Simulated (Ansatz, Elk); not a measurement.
# How far do independent atoms describe LuCo3Os2?

Structure refinements treat a crystal as free atoms side by side. For a made-up structure of LuCo3Os2 (cell and positions from a PBEsol relaxation) the runs below show what the calculated density changes in F(hkl).

Method: DFT, PBE, all-electron APW+lo, Dirac cores, scalar-relativistic bands, static density, ferromagnetic start, in Elk 11.2.3 (patched build).

This account leaves out most program logs.

The structure was built from a prototype and need not be the compound's stable phase.

## (1) The starting structure

The structure is hexagonal, space group P6/mmm (No. 191). Conventional cell: a = 4.866 Å, b = 4.866 Å, c = 4.155 Å, α = 90.00°, β = 90.00°, γ = 120.00°. Nearest to Os lie 6 Co at 2.51 Å and 3 Lu at 2.81 Å and 3 Os at 2.81 Å. Nearest to Lu lie 6 Os at 2.81 Å. Co has 4 Co at 2.43 Å and 4 Os at 2.51 Å nearest. Farther neighbours are not listed.

## (2) Ground state and structure factors

An all-electron density is needed, since X-rays see the cores too. Task 0 finds the density and task 195 Fourier-transforms it; tshift is off so that phases refer to the origin typed.

elk.in reads:

```
tasks
  0
  195
  196

xctype
  20

spinpol
  .true.

rgkmax
  7.0

gmaxvr
  14.0

lmaxo
  7

lmaxapw
  8

swidth
  0.002

tshift
  .false.

ramdisk
  .false.

hmaxvr
  5.5

maxscl
  120

epspot
  1e-06

reducebf
  0.8

sppath
  './'

avec
  9.19508718299 0.00000000000 -0.00000000000
  -4.59754359150 7.96317909048 0.00000000000
  -0.00000000000 0.00000000000 7.85265629442

atoms
  3
  'Os.in'
  2
  0.6666666667 0.3333333333 0.0000000000   0.000000 0.000000 0.000000
  0.3333333333 0.6666666667 -0.0000000000   0.000000 0.000000 0.000000
  'Lu.in'
  1
  0.0000000000 0.0000000000 0.0000000000   0.000000 0.000000 0.000000
  'Co.in'
  3
  0.0000000000 0.5000000000 0.5000000000   0.000000 0.000000 -0.060000
  0.5000000000 0.5000000000 0.5000000000   0.000000 0.000000 -0.060000
  0.5000000000 -0.0000000000 0.5000000000   0.000000 0.000000 -0.060000

ngridk
  5 5 5
```

Launch:

```console
$ OMP_NUM_THREADS=4 elk
```

The job ended after 8 min (4 threads of Arm Neoverse V1, shared host; peak memory 0.76 GiB; 29 min of CPU time).

SFACRHO.OUT:

```text

h k l indices transformed by vhmat matrix:
   1.000000000       0.000000000       0.000000000    
   0.000000000       1.000000000       0.000000000    
   0.000000000       0.000000000       1.000000000    

      h      k      l  multipl.   |H|            Re(F)            Im(F)           |F|

      0      0      0      1   0.0000000       304.00000     -0.26346474E-16   304.00000    
     -1      0      0      6  0.78902976      -29.328128     -0.29346286E-13   29.328128    
      0      0      1      2  0.80013502       133.83662      0.80006052E-14   133.83662    
     -1      1      1     12   1.1237366       17.842938     -0.14483383E-13   17.842938    
      1      1      0      6   1.3666396       165.99393     -0.75727054E-13   165.99393    
      2      0      0      6   1.5780595       55.119965      0.45988901E-13   55.119965    
     -1      2     -1     12   1.5836414       199.37615     -0.38371917E-14   199.37615    
      0      0      2      2   1.6002700       237.96256     -0.14345457E-13   237.96256    
     -2      0      1     12   1.7693185      -59.744957     -0.50280203E-13   59.744957    
      0     -1     -2     12   1.7842175      -22.272054     -0.16991836E-13   22.272054    
      2     -3      0     12   2.0875765      -20.879320     -0.12881783E-13   20.879320    
      1      1     -2     12   2.1044163       146.56426     -0.59232929E-13   146.56426    
      2      1      1     24   2.2356636       12.694367      0.72627993E-13   12.694367    
      0     -2     -2     12   2.2474733       45.501372     -0.37044363E-14   45.501372    
      3     -3      0      6   2.3670893       140.25079      0.78238466E-14   140.25079    
      0      0     -3      2   2.4004051       107.88181     -0.17594746E-13   107.88181    
      3      0     -1     12   2.4986652       167.64933     -0.13432031E-12   167.64933    
      0     -1      3     12   2.5267593       11.382129     -0.18441559E-14   11.382129
```

Elk indexes on the primitive cell of elk.in and gives |H| = 4π sin θ/λ in inverse bohr. Below, one row stands for each form hkl of the conventional cell (m members, Friedel mates merged), F is for one primitive cell and the density is static (no thermal factor). Free-atom factors are Waasmaier and Kirfel's, and R is Σm||F|−|F'||/Σm|F|.

| hkl | m | sin θ/λ (Å⁻¹) | abs F, DFT | neutral atoms | diff. |
| --- | --- | --- | --- | --- | --- |
| 100 | 6 | 0.119 | 29.328 | 29.008 | +0.320 |
| 001 | 2 | 0.120 | 133.837 | 134.214 | -0.377 |
| 101 | 12 | 0.169 | 17.843 | 17.766 | +0.077 |
| 110 | 6 | 0.205 | 165.994 | 166.460 | -0.466 |
| 200 | 6 | 0.237 | 55.120 | 55.525 | -0.405 |
| 111 | 12 | 0.238 | 199.376 | 200.109 | -0.733 |
| 002 | 2 | 0.241 | 237.963 | 238.870 | -0.907 |
| 201 | 12 | 0.266 | 59.745 | 60.280 | -0.535 |
| 102 | 12 | 0.268 | 22.272 | 22.541 | -0.269 |
| 210 | 12 | 0.314 | 20.879 | 20.999 | -0.120 |
| 112 | 12 | 0.317 | 146.564 | 146.895 | -0.331 |
| 211 | 24 | 0.336 | 12.694 | 12.831 | -0.136 |
| 202 | 12 | 0.338 | 45.501 | 45.789 | -0.287 |
| 300 | 6 | 0.356 | 140.251 | 140.336 | -0.085 |
| 003 | 2 | 0.361 | 107.882 | 107.906 | -0.024 |
| 301 | 12 | 0.376 | 167.649 | 167.912 | -0.263 |
| 103 | 12 | 0.380 | 11.382 | 11.535 | -0.153 |
| 212 | 24 | 0.396 | 18.561 | 18.526 | +0.034 |

## (3) The magnetisation density

The same run holds the spin density, and task 196 transforms it. The order is that of the start, and no other was tried.

SFACMAG_1.OUT:

```text

h k l indices transformed by vhmat matrix:
   1.000000000       0.000000000       0.000000000    
   0.000000000       1.000000000       0.000000000    
   0.000000000       0.000000000       1.000000000    

      h      k      l  multipl.   |H|            Re(F)            Im(F)           |F|

      0      0      0      1   0.0000000       3.9658709     -0.69513350E-18   3.9658709    
     -1      0      0      6  0.78902976      -1.3659233     -0.35740324E-15   1.3659233    
      0      0      1      2  0.80013502      -2.6920244      0.37802132E-15   2.6920244    
     -1      1      1     12   1.1237366      0.79932957      0.32252006E-15  0.79932957    
      1      1      0      6   1.3666396     -0.69755078     -0.45850773E-15  0.69755078    
      2      0      0      6   1.5780595       2.3002438     -0.28916798E-15   2.3002438    
     -1      2     -1     12   1.5836414       1.0192689     -0.12273011E-15   1.0192689    
      0      0      2      2   1.6002700       2.7277071     -0.58125714E-15   2.7277071    
     -2      0      1     12   1.7693185      -2.2460464     -0.13411665E-15   2.2460464    
      0     -1     -2     12   1.7842175     -0.80893269     -0.37082350E-15  0.80893269    
      2     -3      0     12   2.0875765     -0.57983990     -0.43390259E-15  0.57983990    
      1      1     -2     12   2.1044163     -0.53128298     -0.51897102E-16  0.53128298    
      2      1      1     24   2.2356636      0.53700634      0.30746780E-15  0.53700634    
      0     -2     -2     12   2.2474733       1.6162747      0.65141527E-15   1.6162747    
      3     -3      0      6   2.3670893     -0.39430656      0.15386585E-15  0.39430656    
      0      0     -3      2   2.4004051      -1.4213316     -0.56325959E-15   1.4213316
```

The total moment is 3.97 μB a cell; sphere moments: Os1 +0.29, Os2 +0.29, Lu3 -0.06, Co4 +1.19, Co5 +1.19, Co6 +1.19 μB. Polarised neutrons measure spin and orbital magnetisation together; without spin-orbit coupling the run gives the spin part:

| hkl | sin θ/λ (Å⁻¹) | abs F_M (μB) |
| --- | --- | --- |
| 100 | 0.119 | 1.366 |
| 001 | 0.120 | 2.692 |
| 101 | 0.169 | 0.799 |
| 110 | 0.205 | 0.698 |
| 200 | 0.237 | 2.300 |
| 111 | 0.238 | 1.019 |
| 002 | 0.241 | 2.728 |
| 201 | 0.266 | 2.246 |
| 102 | 0.268 | 0.809 |
| 210 | 0.314 | 0.580 |
| 112 | 0.317 | 0.531 |
| 211 | 0.336 | 0.537 |
| 202 | 0.338 | 1.616 |
| 300 | 0.356 | 0.394 |

## (4) The highest occupied states alone

An energy window below the Fermi level keeps the highest occupied states, to see at which angles they scatter; shallow core shells can lie inside it and anion s states outside. No new self-consistency is needed.

Changes to elk.in since step 2:

```diff
@@ -1,5 +1,3 @@
 tasks
-  0
   195
-  196
 
@@ -44,2 +42,5 @@
 
+wsfac
+  0.022220 0.689720
+
 sppath
```

Launch:

```console
$ OMP_NUM_THREADS=4 elk
```

It took 18 s on 4 threads; peak memory 0.4 GiB.

States within 10 eV below the Fermi level hold 60.00 electrons; any levels below the window count with the cores. Their amplitudes can exceed the total, where window and core parts have opposite phase:

| hkl | sin θ/λ (Å⁻¹) | abs F, window | abs F, all |
| --- | --- | --- | --- |
| 100 | 0.119 | 2.046 | 29.328 |
| 001 | 0.120 | 2.652 | 133.837 |
| 101 | 0.169 | 15.067 | 17.843 |
| 110 | 0.205 | 10.288 | 165.994 |
| 200 | 0.237 | 21.783 | 55.120 |
| 111 | 0.238 | 16.993 | 199.376 |
| 002 | 0.241 | 24.902 | 237.963 |
| 201 | 0.266 | 1.267 | 59.745 |
| 102 | 0.268 | 5.934 | 22.272 |
| 210 | 0.314 | 5.868 | 20.879 |

## (5) Another functional

The difference from free atoms is small, so it is set against the change that LDA (Perdew-Wang) makes.

Changes to elk.in since step 4:

```diff
@@ -1,6 +1,8 @@
 tasks
+  0
   195
+  196
 
 xctype
-  20
+  3
 
@@ -42,5 +44,2 @@
 
-wsfac
-  0.022220 0.689720
-
 sppath
```

Launch:

```console
$ OMP_NUM_THREADS=4 elk
```

It took 4.8 min on 4 threads; peak memory 0.5 GiB.

Against the first run R = 0.03 %; the largest change is +0.073 at 003. The moment goes from 3.97 to 2.94 μB.

## (6) A coarser k-mesh

About half the k-points along each axis test the sampling.

Changes to elk.in since step 5:

```diff
@@ -6,3 +6,3 @@
 xctype
-  3
+  20
 
@@ -68,2 +68,2 @@
 ngridk
-  5 5 5
+  2 2 2
```

Launch:

```console
$ OMP_NUM_THREADS=4 elk
```

The job ended after 3.8 min (4 threads; peak memory 0.75 GiB).

Against the first run R = 0.07 %; the largest change is +0.236 at 002. The moment goes from 3.97 to 0.06 μB.

## (7) Settings against the effect

| run | R against the first run (%) | R against neutral atoms, low angle (%) | wall time |
| --- | --- | --- | --- |
| PBE, rgkmax 7 | 0.00 | 0.50 | 8 min |
| LDA (Perdew-Wang) | 0.03 | 0.50 | 4.8 min |
| k-mesh 2×2×2 | 0.07 | 0.47 | 3.8 min |

## (8) Outcome

* R against neutral atoms, sin θ/λ < 0.3 Å⁻¹: 0.50 %
* R against neutral atoms, 0.3 to 0.82 Å⁻¹: 0.24 %

**Reading.** Independent neutral atoms miss the calculated amplitudes by R = 0.50 % below 0.3 Å⁻¹ and 0.24 % from there to 0.82 Å⁻¹; by shells, 0.60 % below 0.15 Å⁻¹ (2 forms), 0.49 % 0.15 to 0.3 (7 forms), 0.19 % 0.3 to 0.45 (16 forms), 0.26 % above 0.45 (82 forms). Bonding, aspherical density and the tables' own atoms all enter these figures, and the runs don't part them. The largest change of an amplitude is -0.91 electrons, at 002. The magnetic order is that of the start. No other order was tried here, and an antiferromagnetic one would change or move the magnetic intensity. The window's part falls from 60.0 electrons at the origin to at most 10.03 between 0.45 and 0.82 Å⁻¹, where compact states inside the window still scatter. Below 0.3 Å⁻¹ the changes that finished (LDA (Perdew-Wang) and k-mesh 2×2×2) move F by R = 0.05 % at most, against the 0.50 % that separates it from free atoms. The magnetic factors move by R = 28.0 % (LDA (Perdew-Wang)) and 98.7 % (k-mesh 2×2×2), so they aren't settled to better than that. The basis has no finished test. Spin-orbit coupling is left out, which can matter for elements this heavy. Part of the difference isn't bonding: the tables are fits to free atoms and ions calculated by other methods than this functional. Thermal motion, anomalous dispersion and extinction are left out.

[Logs are printed without paths, hosts, clocks, repeated set-up lines and the standing remarks that a program may print on its own settings, such as how far it seeks lower states.]

[Hosts, paths, dates, database ids (printed as entryN), source tags and the programs' standing remarks are cut or masked in the printed files.]
